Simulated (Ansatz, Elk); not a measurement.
**How far do independent atoms describe PPt3?**

The structure of PPt3 used here is made up (a known structure type with other elements) and was relaxed beforehand with PBE. The aim is the Fourier transform of its all-electron density, F(hkl), set beside the sum over free spherical atoms that refinements use.

Method: DFT, PBE, all-electron APW+lo, Dirac cores, scalar-relativistic bands, static density, no spin, in Elk 11.2.3 (patched build).

This account leaves out most program logs.

The structure was built from a prototype and need not be the compound's stable phase.

### 1. The starting structure

The structure is cubic, space group Pm-3m (No. 221). Conventional cell: a = 3.949 Å, b = 3.949 Å, c = 3.949 Å, α = 90.00°, β = 90.00°, γ = 90.00°. Nearest to Pt lie 8 Pt at 2.79 Å and 4 P at 2.79 Å. P has 12 Pt at 2.79 Å nearest. Farther neighbours are not listed.

### 2. Ground state and structure factors

An all-electron density is needed, since X-rays see the cores too. Task 0 finds the density and task 195 Fourier-transforms it; tshift is off so that phases refer to the origin typed.

Input file elk.in:

```
tasks
  0
  195

xctype
  20

spinpol
  .false.

rgkmax
  7.0

gmaxvr
  14.0

lmaxo
  7

lmaxapw
  8

swidth
  0.002

tshift
  .false.

ramdisk
  .false.

hmaxvr
  5.5

maxscl
  120

epspot
  1e-06

sppath
  './'

avec
  7.46305432282 -0.00000000000 -0.00000000000
  -0.00000000000 7.46305432282 0.00000000000
  -0.00000000000 0.00000000000 7.46305432282

atoms
  2
  'Pt.in'
  3
  0.5000000000 0.5000000000 0.0000000000   0.000000 0.000000 0.000000
  0.5000000000 0.0000000000 0.5000000000   0.000000 0.000000 0.000000
  -0.0000000000 0.5000000000 0.5000000000   0.000000 0.000000 0.000000
  'P.in'
  1
  0.0000000000 0.0000000000 -0.0000000000   0.000000 0.000000 0.000000

ngridk
  6 6 6
```

Command:

```console
OMP_NUM_THREADS=4 elk
```

It took 20 s on 4 threads of Intel Xeon Platinum 8488C (Sapphire Rapids), shared host; peak memory 0.23 GiB.

SFACRHO.OUT:

```text

h k l indices transformed by vhmat matrix:
   1.000000000       0.000000000       0.000000000    
   0.000000000       1.000000000       0.000000000    
   0.000000000       0.000000000       1.000000000    

      h      k      l  multipl.   |H|            Re(F)            Im(F)           |F|

      0      0      0      1   0.0000000       249.00000     -0.19897910E-16   249.00000    
     -1      0      0      6  0.84190534      -59.772464     -0.17254957E-13   59.772464    
      1     -1      0     12   1.1906340      -57.003771      0.93195907E-14   57.003771    
     -1     -1     -1      8   1.4582228       203.46977      0.47220534E-13   203.46977    
      0      0     -2      6   1.6838107       194.89787      0.30668269E-13   194.89787    
     -1     -2      0     24   1.8825576      -50.928441     -0.14623964E-13   50.928441    
      1     -2      1     24   2.0622385      -49.284737     -0.28333771E-13   49.284737    
      0      2     -2     12   2.3812679       171.57987     -0.15156124E-13   171.57987    
      0     -3      0      6   2.5257160      -45.415647     -0.39071224E-13   45.415647    
     -1      2     -2     24   2.5257160      -45.416518     -0.27815734E-13   45.416518    
      3      1      0     24   2.6623385      -44.401560      0.94052243E-17   44.401560    
      1     -3      1     24   2.7922841       159.60820      0.12379650E-13   159.60820    
     -2      2      2      8   2.9164457       156.15644     -0.24356116E-13   156.15644    
     -3      2      0     24   3.0355329      -41.596683     -0.35735585E-13   41.596683    
     -3      1      2     48   3.1501213      -40.818540      0.21719844E-14   40.818540    
      0     -4      0      6   3.3676214       144.72547      0.45043668E-13   144.72547    
      2     -2     -3     24   3.4712647      -38.721136     -0.20641585E-13   38.721136    
      4     -1      0     24   3.4712647      -38.787803     -0.11040662E-13   38.787803
```

Elk indexes on the primitive cell of elk.in and gives |H| = 4π sin θ/λ in inverse bohr. Below, one row stands for each form hkl of the conventional cell (m members, Friedel mates merged), F is for one primitive cell and the density is static (no thermal factor). Free-atom factors are Waasmaier and Kirfel's, and R is Σm||F|−|F'||/Σm|F|.

```tsv
hkl	m	sin θ/λ (Å⁻¹)	abs F, DFT	neutral atoms	diff.
100	6	0.127	59.773	59.855	-0.083
110	12	0.179	57.004	57.147	-0.143
111	8	0.219	203.470	204.109	-0.639
200	6	0.253	194.898	195.533	-0.635
210	24	0.283	50.928	51.014	-0.085
211	24	0.310	49.285	49.411	-0.126
220	12	0.358	171.580	171.717	-0.137
300	6	0.380	45.416	45.442	-0.026
221	24	0.380	45.416	45.442	-0.025
310	24	0.400	44.402	44.342	+0.060
311	24	0.420	159.608	159.470	+0.138
222	8	0.439	156.156	156.024	+0.132
320	24	0.457	41.597	41.544	+0.053
321	48	0.474	40.819	40.750	+0.069
400	6	0.506	144.726	144.448	+0.278
322	24	0.522	38.721	38.680	+0.041
410	24	0.522	38.788	38.680	+0.108
411	24	0.537	38.130	38.076	+0.053
330	12	0.537	38.051	38.076	-0.025
331	24	0.552	137.460	137.450	+0.010
420	24	0.566	135.397	135.352	+0.045
421	48	0.580	36.455	36.461	-0.005
```

### 3. The highest occupied states alone

An energy window below the Fermi level keeps the highest occupied states, to see at which angles they scatter; shallow core shells can lie inside it and anion s states outside. No new self-consistency is needed.

Edit elk.in of step 2 so:

```diff
@@ -1,3 +1,2 @@
 tasks
-  0
   195
@@ -40,2 +39,5 @@
 
+wsfac
+  -0.169130 0.682110
+
 sppath
```

Command:

```console
OMP_NUM_THREADS=4 elk
```

It took 4.6 s on 4 threads; peak memory 0.16 GiB.

States within 15 eV below the Fermi level hold 35.00 electrons; any levels below the window count with the cores. Their amplitudes can exceed the total, where window and core parts have opposite phase:

```tsv
hkl	sin θ/λ (Å⁻¹)	abs F, window	abs F, all
100	0.127	3.734	59.773
110	0.179	2.752	57.004
111	0.219	8.859	203.470
200	0.253	5.776	194.898
210	0.283	1.187	50.928
211	0.310	0.817	49.285
220	0.358	0.823	171.580
300	0.380	0.244	45.416
221	0.380	0.245	45.416
310	0.400	0.185	44.402
```

### 4. Another functional

The difference from free atoms is small, so it is set against the change that LDA (Perdew-Wang) makes.

Edit elk.in of step 3 so:

```diff
@@ -1,2 +1,3 @@
 tasks
+  0
   195
@@ -4,3 +5,3 @@
 xctype
-  20
+  3
 
@@ -39,5 +40,2 @@
 
-wsfac
-  -0.169130 0.682110
-
 sppath
```

Command:

```console
OMP_NUM_THREADS=4 elk
```

Elapsed: 12 s, on 4 threads; peak memory 0.16 GiB.

Against the first run R = 0.02 %; the largest change is -0.034 at 620.

### 5. Basis size

A smaller basis shows how fast F responds to it; the change is likely larger than the basis error of the first run, but doesn't show convergence.

Edit elk.in of step 4 so:

```diff
@@ -5,3 +5,3 @@
 xctype
-  3
+  20
 
@@ -11,3 +11,3 @@
 rgkmax
-  7.0
+  5.5
```

Command:

```console
OMP_NUM_THREADS=4 elk
```

Elapsed: 19 s, on 4 threads; peak memory 0.22 GiB.

Against the first run R = 0.02 %; the largest change is +0.129 at 220.

### 6. Basis size

The basis and the expansions that go with it are enlarged, to see whether the differences are converged.

Edit elk.in of step 5 so:

```diff
@@ -11,12 +11,12 @@
 rgkmax
-  5.5
+  8.5
 
 gmaxvr
-  14.0
+  18.0
 
 lmaxo
-  7
+  9
 
 lmaxapw
-  8
+  10
```

Command:

```console
OMP_NUM_THREADS=4 elk
```

Run time: 42 s. Hardware: 4 threads; peak memory 0.36 GiB.

Against the first run R = 0.00 %; the largest change is -0.014 at 222.

### 7. Settings against the effect

```tsv
run	R against the first run (%)	R against neutral atoms, low angle (%)	wall time
PBE, rgkmax 7	0.00	0.26	20 s
LDA (Perdew-Wang)	0.02	0.27	12 s
rgkmax 5.5	0.02	0.26	19 s
rgkmax 8.5 with larger expansions	0.00	0.26	42 s
```

### 8. Outcome

| Property | Result |
| --- | --- |
| R against neutral atoms, sin θ/λ < 0.3 Å⁻¹ | 0.26 % |
| R against neutral atoms, 0.3 to 0.82 Å⁻¹ | 0.16 % |

What this shows: Independent neutral atoms miss the calculated amplitudes by R = 0.26 % below 0.3 Å⁻¹ and 0.16 % from there to 0.82 Å⁻¹; by shells, 0.14 % below 0.15 Å⁻¹ (1 form), 0.27 % 0.15 to 0.3 (4 forms), 0.10 % 0.3 to 0.45 (7 forms), 0.18 % above 0.45 (37 forms). Bonding, aspherical density and the tables' own atoms all enter these figures, and the runs don't part them. The largest change of an amplitude is -0.64 electrons, at 111. The window's part falls from 35.0 electrons at the origin to at most 0.65 between 0.45 and 0.82 Å⁻¹. Below 0.3 Å⁻¹ the changes that finished (LDA (Perdew-Wang), rgkmax 5.5 and rgkmax 8.5 with larger expansions) move F by R = 0.03 % at most, against the 0.26 % that separates it from free atoms. The k-mesh has no finished test. Spin-orbit coupling is left out, which can matter for elements this heavy. Part of the difference isn't bonding: the tables are fits to free atoms and ions calculated by other methods than this functional. Thermal motion, anomalous dispersion and extinction are left out.

[Logs are printed without paths, hosts, clocks, repeated set-up lines and the standing remarks that a program may print on its own settings, such as how far it seeks lower states.]

[Hosts, paths, dates, database ids (printed as entryN), source tags and the programs' standing remarks are cut or masked in the printed files.]
